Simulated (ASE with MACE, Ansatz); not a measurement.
# Binding curve of Cu(111) on Ta(110), film 8.4 Å thick (87 atoms)

The cell holds 87 atoms: 32 Ta and 55 Cu. Cell: a = 6.640 Å, b = 9.390 Å, c = 31.687 Å, α = 90.0°, β = 90.0°, γ = 90.0°. It derives from Ta and Cu (Ta). The starting structure: Cu(111) slab, 5 repeats (8.4 Å between outer planes), strained in the plane by up to 3.6 % to a cell of 62 Å^2 of Ta(110) (4 repeats); 14 Å of vacuum, lowest layers held; starting gap 2.25 Å. Of 4 lateral registries the lowest after a short relaxation was kept. Relaxed with the MACE-MP-0b2 potential. Lattice constants are starting values near those of PBE. Regions: Ta, 32 atoms (32 Ta); Cu, 55 atoms (55 Cu). Vacuum lies along c.

Calculated with Ansatz 0.2.0: Kohn-Sham DFT, PBE, PAW (set soft_2), plane waves; cutoff 420 eV, k-mesh 3×2×1, fermi-dirac smearing of 0.1 eV. The upper part (Cu) is moved rigidly along the normal by z from its relaxed place. Energies are the whole cell less its two frozen parts, over the face of 62.35 Å².

```
shift z (Å)  interaction energy (meV/Å²)
       -0.4                       -117.1
       -0.2                       -186.6
       +0.0                       -203.8
       +0.3                       -182.3
       +0.6                       -142.2
       +1.0                       -91.71
       +1.6                            ?
       +2.4                       -11.97
       +3.5                       -1.616
```

Task: Fit the universal binding curve to the rows given and interpolate to the withheld row.

Worked fit:

The universal binding curve is E(z) = −D (1 + z/l) exp(−z/l), whose curvature at z = 0 is D/l². The depth is D = 203.8 meV/Å². A parabola through the rows at −0.2, 0 and +0.3 Å has the curvature 2 {[E(0.3) − E(0)]/0.3 + [E(−0.2) − E(0)]/0.2} / 0.5 = 630.2 meV/Å⁴, so l = √(D / curvature) = 0.569 Å. At z = 1.6 Å, z/l = 2.814.

Prediction at +1.6: -46.61 meV/Å². The run gave -41.77 meV/Å², so the fit is low by 4.8 meV/Å² (12 % of the value).

The curve's steepest slope, D/(e l) at z = l, is 21.1 GPa, an estimate of the stress that rigid separation needs. Among the rows given, the largest miss of the fit is at +1.0, by 5.1 meV/Å² (2.5 % of the range of the table).

Limits: The parts are rigid, and they also feel their periodic images through the vacuum. The functional has no dispersion term. The mesh is coarse for these cells.

[Long decimals in the printed logs are rounded to 6 places.]

[Logs are printed without paths, hosts, clocks, repeated set-up lines and the standing remarks that a program may print on its own settings, such as how far it seeks lower states.]

[Hosts, paths, dates, database ids (printed as entryN), source tags and the programs' standing remarks are cut or masked in the printed files.]
